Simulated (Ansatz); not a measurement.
**LaCuSeO (P4/nmm): the r2SCAN gap against the wavefunction cutoff**

Aim: see how gap, energy and time of LaCuSeO (P4/nmm) follow the wavefunction cutoff.

Program: Ansatz 0.2.0. Level of theory: DFT, r2SCAN, plane waves, PAW; PAW set soft_1. Values are calculated unless marked as measured.

### Step 1. Set-up

Symmetry: P4/nmm, No. 129, tetragonal system. Conventional cell: a = 4.067 Å, b = 4.067 Å, c = 8.797 Å, α = 90.00°, β = 90.00°, γ = 90.00°. Nearest to La lie 4 O at 2.38 Å and 4 Se at 3.33 Å. Cu has 4 Se at 2.52 Å nearest. Nearest to Se lie 4 Cu at 2.52 Å and 4 La at 3.33 Å. Nearest to O lie 4 La at 2.38 Å. Farther neighbours, and contacts between anions beyond the nearest, are not listed.

The cell and positions come from the Crystallography Open Database and are kept as given unless a step says otherwise.

### Step 2. Wavefunction cutoff: 220 eV

Input file input.yaml:

```yaml
crystal:
  lattice:
    - [4.06712, 0.0, 0.0]
    - [0.0, 4.06712, 0.0]
    - [0.0, 0.0, 8.7975]
  atoms:
    - { symbol: La, position: [0.5, 0.0, 0.1398] }
    - { symbol: La, position: [0.0, 0.5, 0.8602] }
    - { symbol: Cu, position: [0.5, 0.5, 0.5] }
    - { symbol: Cu, position: [0.0, 0.0, 0.5] }
    - { symbol: Se, position: [0.5, 0.0, 0.6698] }
    - { symbol: Se, position: [0.0, 0.5, 0.3302] }
    - { symbol: O, position: [0.5, 0.5, 0.0] }
    - { symbol: O, position: [0.0, 0.0, 0.0] }
kpoints:
  mp_grid: { grid: [6, 6, 4] }
  band_path:
    path:
      - [0.0, 0.0, 0.0]
      - [0.0, 0.5, 0.0]
      - [0.5, 0.5, 0.0]
      - [0.0, 0.0, 0.5]
      - [0.0, 0.5, 0.5]
      - [0.5, 0.5, 0.5]
    npoints: 1
hamiltonian:
  xc: r2scan
  pseudopotentials: { kind: paw, azcp: { folder: soft_1 } }
scf:
  occupations: { method: fermi_dirac, width: 0.02 }
  n_extra_bands: 6
  max_iter: 80
output:
  eigenvalues: true
  forces: true
  stress: true
basis:
  ecutwfc: 220.0
```

On the command line:

```
$ ansatz run input.yaml --threads 3 --pin off --max-ram 92160MiB --backend cuda --events-out ev --progress --plain --runs-dir out --devices 1 --max-vram 13GiB
```

Output:

```text
Warning: basis.ecutwfc = 220 eV is below the records' recommended 500 eV, and the density's cutoff is lower with it unless basis.ecutrho_ratio is high enough to keep the records' density cutoff: compare with a run at a higher cutoff
scf.n_extra_bands = 6 over 52 filled bands (N_el = 104.0): the run solves 58 bands
GPUs: using 1 of 1 available (devices: 1).
Engine: ansatz 0.2.0, x86_64-unknown-linux-gnu
Pseudopotentials: kind: paw
Pseudopotential: La, paw, valence charge 11, recommended cutoff 500 eV (meta_gga), soft_1/La.paw.azcp
Pseudopotential: Cu, paw, valence charge 19, recommended cutoff 500 eV (meta_gga), soft_1/Cu.paw.azcp
Pseudopotential: Se, paw, valence charge 16, recommended cutoff 500 eV (meta_gga), soft_1/Se.paw.azcp
Pseudopotential: O, paw, valence charge 6, recommended cutoff 500 eV (meta_gga), soft_1/O.paw.azcp
Functional definition: r2SCAN
  parameter k0 = 0.174
  parameter k1 = 0.065
  parameter a1 = 4.9479
  exchange = r2scan_x(k0 = k0, k1 = k1, a1 = a1)
  correlation = r2scan_c
device memory: the entry about to start is reckoned to put 2.1 GiB on a device that reports 52.2 GiB free (of which the cap on the GPU budget leaves the run 13.0 GiB)
GPU FFT provider: cuFFT
GPU libraries: cuBLAS 13.8.2, cuFFT 12.4.0, cuSOLVER 12.3.4
Crystal: 8 atoms, lattice volume = 145.524 Å³
Basis set: ecut = 220 eV, 1065 PW (Γ), exchange–correlation on 80×80×180 points (64 copies of the dense FFT grid, shifted against one another)
Bands: 58, of which v1, the nominal top of the filled ones, is band 52 counted from 1 (51 counted from 0)
Symmetry: 16 space group operations
Space group: P4/nmm (ITA 129), of the structure as read, at distance tolerance 5.3e-5 Å
k-points: 30 of 144
Non-local potential: La, projectors of the file, l = 0: 3, l = 1: 2, l = 2: 2, l = 3: 3
Non-local potential: Cu, projectors of the file, l = 0: 3, l = 1: 2, l = 2: 3, l = 3: 1
Non-local potential: Se, projectors of the file, l = 0: 2, l = 1: 2, l = 2: 3, l = 3: 1
Non-local potential: O, projectors of the file, l = 0: 2, l = 1: 2, l = 2: 1
PAW form: soft (Blöchl's): semilocal exchange-correlation on the pseudo side does not see the compensation charge
PAW frozen core: La, regenerated for the run's functional (the file was generated under x = pbe(κ = 0.804, μ = 0.219515), c = pbe(β = 0.066725))
PAW frozen core: Cu, regenerated for the run's functional (the file was generated under x = pbe(κ = 0.804, μ = 0.219515), c = pbe(β = 0.066725))
PAW frozen core: Se, regenerated for the run's functional (the file was generated under x = pbe(κ = 0.804, μ = 0.219515), c = pbe(β = 0.066725))
PAW frozen core: O, regenerated for the run's functional (the file was generated under x = pbe(κ = 0.804, μ = 0.219515), c = pbe(β = 0.066725))
PAW one-centre angular grid: La, 974 points (default); XC on 160 Gauss nodes
PAW one-centre angular grid: Cu, 590 points (default); XC on 160 Gauss nodes
PAW one-centre angular grid: Se, 590 points (default); XC on 160 Gauss nodes
PAW one-centre angular grid: O, 302 points (default); XC on 160 Gauss nodes
Initial density: superposition of atomic densities (chi_scale 0.1, normalization cell, long waves kept (reshape's long-wave potential 0.39 eV rms))
Initial wavefunctions: pseudopotential atomic-orbital guess
GPU buffer pool allocated for 18000 grid points (all kernels)
GPU transforms: local potential and band sums: pruned to the plane-wave sphere, on 20×20×45
Functional: x = r2scan, c = r2scan; τ floored in thin density (d = 2e-4 eV/Å³)
SCF iter   1: F=—  HF=-37879.447680 eV  |F-HF|=—  |Δ(HF+E_count)|=         —  Δρ=7.78e-2  dr2=5.73e0  dr2_τ=3.28e-1  ethr=3.10e-3  ⟨swp⟩=6.7  Hψ=6659  notcnv=0
preconditioner: auto → Resta (q_TF=auto, 2.580 Å⁻¹)  ε∞=6.9  [insulator: Δε(μ)=1.753 eV  Ē_g=10.140 eV  σ=0.020 eV  W_gap=1.00  n_scr=38 (ndim 8)  ℏωp=24.6 eV  f_vac=0.011  D(μ)=0.00/eV (n_scr^D=0)  ε∞_Penn≈6.9]
SCF iter   2: F=—  HF=-37878.044348 eV  |F-HF|=—  |Δ(HF+E_count)|=    1.40e0  Δρ=3.66e-2  dr2=1.75e0  dr2_τ=1.11e-1  ethr=3.10e-3  ⟨swp⟩=2.9  Hψ=3745  notcnv=0  defer=60
SCF iter   3: F=—  HF=-37877.913374 eV  |F-HF|=—  |Δ(HF+E_count)|=   1.31e-1  Δρ=1.56e-2  dr2=2.52e-1  dr2_τ=1.71e-2  ethr=1.68e-3  ⟨swp⟩=2.1  Hψ=2679  notcnv=0  defer=60
SCF iter   4: F=—  HF=-37877.914730 eV  |F-HF|=—  |Δ(HF+E_count)|=   1.36e-3  Δρ=1.03e-2  dr2=1.23e-1  dr2_τ=4.33e-3  ethr=2.42e-4  ⟨swp⟩=2.1  Hψ=3365  notcnv=0  defer=60
SCF iter   5: F=—  HF=-37877.901035 eV  |F-HF|=—  |Δ(HF+E_count)|=   1.37e-2  Δρ=3.75e-3  dr2=1.47e-2  dr2_τ=2.74e-4  ethr=1.18e-4  ⟨swp⟩=2.7  Hψ=2833  notcnv=0  defer=60
SCF iter   6: F=—  HF=-37877.902605 eV  |F-HF|=—  |Δ(HF+E_count)|=   1.57e-3  Δρ=9.82e-4  dr2=1.52e-3  dr2_τ=4.05e-5  ethr=1.41e-5  ⟨swp⟩=2.8  Hψ=2162  notcnv=0  defer=60
SCF iter   7: F=—  HF=-37877.902382 eV  |F-HF|=—  |Δ(HF+E_count)|=   2.24e-4  Δρ=4.11e-4  dr2=1.79e-4  dr2_τ=2.43e-6  ethr=1.47e-6  ⟨swp⟩=2.3  Hψ=2801  notcnv=0  defer=60
SCF iter   8: F=—  HF=-37877.902401 eV  |F-HF|=—  |Δ(HF+E_count)|=   1.92e-5  Δρ=6.76e-5  dr2=8.80e-6  dr2_τ=2.30e-7  ethr=1.72e-7  ⟨swp⟩=2.1  Hψ=2437  notcnv=0  defer=60
SCF iter   9: F=—  HF=-37877.902646 eV  |F-HF|=—  |Δ(HF+E_count)|=   2.45e-4  Δρ=1.92e-5  dr2=6.23e-7  dr2_τ=8.09e-9  ethr=8.46e-9  ⟨swp⟩=2.5  Hψ=2762  notcnv=0  defer=60
SCF iter  10: F=-37877.902646 eV  HF=-37877.902646 eV  |F-HF|=1.75e-8  |Δ(HF+E_count)|=   3.83e-8  Δρ=4.38e-6  dr2=3.44e-8  dr2_τ=1.39e-9  ethr=9.62e-11  ⟨swp⟩=13.0  Hψ=8412  notcnv=0
SCF 1 converged in 10 iterations: F = -37877.902646 eV  dr2 = 3.44e-8
[...]
device memory: the entry about to start is reckoned to put 1.9 GiB on a device that reports 52.6 GiB free (of which the cap on the GPU budget leaves the run 13.0 GiB)
NSCF: frozen V_eff on 6 k-points
SCF converged after 10 iterations
Free energy (F): -37877.902646 eV
Harris-Foulkes:  -37877.902646 eV  (|F-HF|=1.75e-8)
Internal energy: -37877.902646 eV  (E = F + TS)
E sigma→0 (E₀):  -37877.902646 eV
Fermi energy:    12.510790 eV
--- Per-component energies (eV) ---
  E_band       = -1729.049483
  E_kinetic    = 1490.174922
  E_local      = -20694.844586  (includes V_loc(G=0)·N_el)
  E_nonlocal   = 1497.565930
  E_hartree    = 9662.837766
  E_xc         = -706.298007
  E_vxc        = -905.050259  (∫ρ·V_xc dr)
  E_paw        = -19285.920202  (= ΣΔE_a)
  E_vpaw       = -2492.412260  (= ΣTr[D̂ρ^β])
  E_aug_tail   = -0.258029  (compensation charges beyond the density's cutoff)
  E_vtau       = 50.082385  (kinetic-family band-sum trace: ∫τ·v_τ [+ j·A + Jᵃ·Aᵃ] dr)
  E_ewald      = -9837.101271
  E_core_change = -4.059170  (= ΣΔE_core)
  E_smearing   = -0.000000  (= −TS)
  E_closure    = 0.000000  (closes the sum)
  Σ components = -37877.902646   (vs F -37877.902646, Δ=0.00e0)
--- Forces (eV/Å), atoms counted from 1 ---
  atom   1  La     0.00000000     0.00000000    -0.00207083
  atom   2  La     0.00000000     0.00000000     0.00207083
  atom   3  Cu     0.00000000     0.00000000     0.00000000
  atom   4  Cu     0.00000000     0.00000000     0.00000000
  atom   5  Se     0.00000000     0.00000000     0.03819779
  atom   6  Se     0.00000000     0.00000000    -0.03819779
  atom   7  O      0.00000000     0.00000000     0.00000000
  atom   8  O      0.00000000     0.00000000     0.00000000
  max |Σ_I F_I| component: 6.94e-18 eV/Å
--- Stress (GPa, compression-positive) ---
        1.510222       0.000000       0.000000
        0.000000       1.510222       0.000000
        0.000000       0.000000       1.720609
  P = ⅓ Tr σ = 1.5804 GPa (15.804 kbar)
--- Band table (eV; the first three rows and the last of 30) ---
  k-point 0: bands = [... 48 lower, 9.9684, 10.9956, 11.3468, 11.3468, 13.6632, 13.6889, 13.9330, 14.6195, ... 2 higher]
  k-point 1: bands = [... 48 lower, 9.9804, 10.7611, 11.3070, 11.3070, 13.7081, 13.9167, 14.0148, 14.5738, ... 2 higher]
  k-point 2: bands = [... 48 lower, 9.9811, 10.4977, 11.2737, 11.2737, 13.8188, 14.0399, 14.2068, 14.4537, ... 2 higher]
  k-point 29: bands = [... 48 lower, 9.3695, 9.3695, 10.0761, 10.0761, 14.5835, 14.5835, 15.2137, 15.2137, ... 2 higher]
```

Wall time 9.5 s (1 × NVIDIA H100 80GB HBM3 (shared by 6 runs) with 3 threads of AMD EPYC 7R13 (Zen 3), shared host); peak memory 0.98 GiB; 6.3 s of CPU time.

Read from the output:

* pressure: 1.580 GPa
* gap: 2.316 eV
* valence top at: Γ
* conduction bottom at: Γ
* least direct gap: 2.316 eV

The gap is direct, at Γ.

### Step 3. Wavefunction cutoff: 350 eV

input.yaml: that of step 2 with these lines changed.

```diff
@@ -29,3 +29,3 @@
 scf:
-  occupations: { method: fermi_dirac, width: 0.02 }
+  occupations: { method: fixed }
   n_extra_bands: 6
@@ -37,2 +37,2 @@
 basis:
-  ecutwfc: 220.0
+  ecutwfc: 350.0
```

Output:

```text
[...]
GPUs: using 1 of 1 available (devices: 1).
[...]
GPU FFT provider: cuFFT
GPU libraries: cuBLAS 13.8.2, cuFFT 12.4.0, cuSOLVER 12.3.4
Crystal: 8 atoms, lattice volume = 145.524 Å³
Basis set: ecut = 350 eV, 2147 PW (Γ), exchange–correlation on 100×100×216 points (64 copies of the dense FFT grid, shifted against one another)
[...]
k-point 0: bands = [... 48 lower, 10.3191, 11.0818, 11.6147, 11.6147, 13.5001, 13.6460, 14.0552, 14.1664, ... 2 higher]
  k-point 1: bands = [... 48 lower, 10.3191, 10.8638, 11.5636, 11.5636, 13.5386, 13.9025, 14.0771, 14.1056, ... 2 higher]
  k-point 2: bands = [... 48 lower, 10.3191, 10.6492, 11.5112, 11.5112, 13.5943, 13.9690, 14.1357, 14.1742, ... 2 higher]
  k-point 29: bands = [... 48 lower, 9.7848, 9.7848, 10.4507, 10.4507, 14.5245, 14.5245, 14.8702, 14.8702, ... 2 higher]
[key lines of the parts left out:]
SCF converged after 11 iterations
Free energy (F): -37898.122575 eV
Fermi energy:    11.614667 eV
P = ⅓ Tr σ = -0.3871 GPa (-3.871 kbar)
```

Wall time 13 s (1 × NVIDIA H100 80GB HBM3 (shared by 6 runs) with 3 threads); peak memory 1 GiB; 6.8 s of CPU time.

Numbers from this step:

```yaml
pressure: -0.3871 GPa
gap: 1.885 eV
valence_top_at: Γ
conduction_bottom_at: Γ
least_direct_gap: 1.885 eV
```

The gap is 1.885 eV, −0.431 eV from the run before at this level.

### Step 4. Wavefunction cutoff: 500 eV (the default)

input.yaml, the sections that differ from step 3:

```yaml
kpoints:
  mp_grid: { grid: [6, 6, 4] }
  band_path:
    path:
      - [[0.0, 0.0, 0.0], [0.0, 0.5, 0.0], [0.5, 0.5, 0.0], [0.0, 0.0, 0.0], [0.0, 0.0, 0.5], [0.0, 0.5, 0.5], [0.5, 0.5, 0.5], [0.0, 0.0, 0.5]]
      - [[0.0, 0.5, 0.0], [0.0, 0.5, 0.5]]
      - [[0.5, 0.5, 0.0], [0.5, 0.5, 0.5]]
    npoints: 10
scf:
  occupations: { method: fermi_dirac, width: 0.02 }
  n_extra_bands: 6
output:
  eigenvalues: true
  forces: true
  stress: true
  write_density: true
  write_potential: true
  elf: true
  volumetric_format: npy
# crystal, hamiltonian: as in step 3
# basis: removed
```

Output:

```text
[...]
GPUs: using 1 of 1 available (devices: 1).
[...]
GPU FFT provider: cuFFT
GPU libraries: cuBLAS 13.8.2, cuFFT 12.4.0, cuSOLVER 12.3.4
Crystal: 8 atoms, lattice volume = 145.524 Å³
Basis set: ecut = 500 eV, 3729 PW (Γ), exchange–correlation on 120×120×288 points (64 copies of the dense FFT grid, shifted against one another)
[...]
k-point 0: bands = [... 48 lower, 10.3097, 11.0773, 11.6084, 11.6084, 13.4971, 13.6465, 14.0508, 14.1630, ... 2 higher]
  k-point 1: bands = [... 48 lower, 10.3097, 10.8590, 11.5573, 11.5573, 13.5356, 13.9026, 14.0742, 14.1017, ... 2 higher]
  k-point 2: bands = [... 48 lower, 10.3097, 10.6443, 11.5047, 11.5047, 13.5919, 13.9669, 14.1322, 14.1740, ... 2 higher]
  k-point 29: bands = [... 48 lower, 9.7763, 9.7763, 10.4419, 10.4419, 14.5213, 14.5213, 14.8691, 14.8691, ... 2 higher]
[key lines of the parts left out:]
SCF converged after 12 iterations
Free energy (F): -37898.266204 eV
Fermi energy:    12.558688 eV
P = ⅓ Tr σ = -0.4563 GPa (-4.563 kbar)
```

Wall time 15 s (1 × NVIDIA H100 80GB HBM3 (shared by 6 runs) with 3 threads); peak memory 1.3 GiB.

Numbers from this step:

```yaml
pressure: -0.4563 GPa
gap: 1.889 eV
valence_top_at: Γ
conduction_bottom_at: Γ
least_direct_gap: 1.889 eV
```

The gap is 1.889 eV, +0.003 eV from the run before at this level.

### Step 5. Wavefunction cutoff: 750 eV

input.yaml, the sections that differ from step 4:

```yaml
kpoints:
  mp_grid: { grid: [6, 6, 4] }
  band_path:
    path:
      - [0.0, 0.0, 0.0]
      - [0.0, 0.5, 0.0]
      - [0.5, 0.5, 0.0]
      - [0.0, 0.0, 0.5]
      - [0.0, 0.5, 0.5]
      - [0.5, 0.5, 0.5]
    npoints: 1
scf:
  occupations: { method: fixed }
  n_extra_bands: 6
  max_iter: 80
basis:
  ecutwfc: 750.0
# crystal, hamiltonian, output: as in step 4
```

Output:

```text
[...]
GPUs: using 1 of 1 available (devices: 1).
[...]
GPU FFT provider: cuFFT
GPU libraries: cuBLAS 13.8.2, cuFFT 12.4.0, cuSOLVER 12.3.4
Crystal: 8 atoms, lattice volume = 145.524 Å³
Basis set: ecut = 750 eV, 6827 PW (Γ), exchange–correlation on 160×160×320 points (64 copies of the dense FFT grid, shifted against one another)
[...]
k-point 0: bands = [... 48 lower, 10.3083, 11.0766, 11.6074, 11.6074, 13.4966, 13.6460, 14.0499, 14.1624, ... 2 higher]
  k-point 1: bands = [... 48 lower, 10.3083, 10.8583, 11.5562, 11.5562, 13.5351, 13.9020, 14.0738, 14.1008, ... 2 higher]
  k-point 2: bands = [... 48 lower, 10.3083, 10.6435, 11.5037, 11.5037, 13.5913, 13.9664, 14.1313, 14.1735, ... 2 higher]
  k-point 29: bands = [... 48 lower, 9.7750, 9.7750, 10.4405, 10.4405, 14.5205, 14.5205, 14.8683, 14.8683, ... 2 higher]
[key lines of the parts left out:]
SCF converged after 12 iterations
Free energy (F): -37898.281316 eV
Fermi energy:    11.607398 eV
P = ⅓ Tr σ = -0.4653 GPa (-4.653 kbar)
```

Elapsed: 19 s, on 1 × NVIDIA H100 80GB HBM3 (shared by 6 runs) with 3 threads; peak memory 1.5 GiB.

Numbers from this step:

| Quantity | Value |
| --- | --- |
| pressure | -0.4653 GPa |
| gap | 1.889 eV |
| valence top at | Γ |
| conduction bottom at | Γ |
| least direct gap | 1.889 eV |

The gap is 1.889 eV, +0.001 eV from the run before at this level.

### Step 6. The series

Differences are against the last row; a negative gap means that bands overlap, and a run with a band path holds that path's time. Times are wall times on 1 × NVIDIA H100 80GB HBM3 (shared by 6 runs) with 3 threads of AMD EPYC 7R13 (Zen 3), shared host, good to a factor of about two.

```
wavefunction cutoff  gap (eV)  direct gap (eV)  gap error (eV)  energy error (meV/atom)  irreducible k   time
             220 eV     2.316            2.316          +0.427                  +2547.3             30  9.5 s
             350 eV     1.885            1.885          −0.004                    +19.8             30   13 s
             500 eV     1.889            1.889          −0.001                     +1.9             30   15 s
             750 eV     1.889            1.889          +0.000                     +0.0             30   19 s
```

### Step 7. What came out

- 220 eV: 2.316 eV
- 350 eV: 1.885 eV
- 500 eV: 1.889 eV
- 750 eV: 1.889 eV

What this shows: The gap holds to 0.02 eV from 350 eV on. At 220 eV the gap is off by +0.427 eV and the energy by +2547 meV/atom. The runs have no spin polarisation. For a closed low-spin shell that is the natural state; where a d or f shell is open it is a constraint, and the gap is then not the crystal's own.

[Long decimals in the printed logs are rounded to 6 places.]

[Logs are printed without paths, hosts, clocks, repeated set-up lines and the standing remarks that a program may print on its own settings, such as how far it seeks lower states.]

[Paths, hosts, dates, memory and timing lines, banners, echoed tables and standing remarks are left out of the program output; an Ansatz launch command may be rebuilt from the run's recorded settings. Measured values are a selection of at most five: reports struck by readers or far from the other reports are left out. None is set beside runs whose start may be inverted or whose files or cutoffs have a known fault.]

[Runs of the session that timed out or met a known fault of the program may be left out.]

[Cells called generated may have been cut or substituted from an entry of the Crystallography Open Database or the Materials Project.]

[Hosts, paths, dates, database ids (printed as entryN), source tags and the programs' standing remarks are cut or masked in the printed files.]

[Where the starting crystal was built by hand or by swapping elements, it need not be the compound's stable phase.]
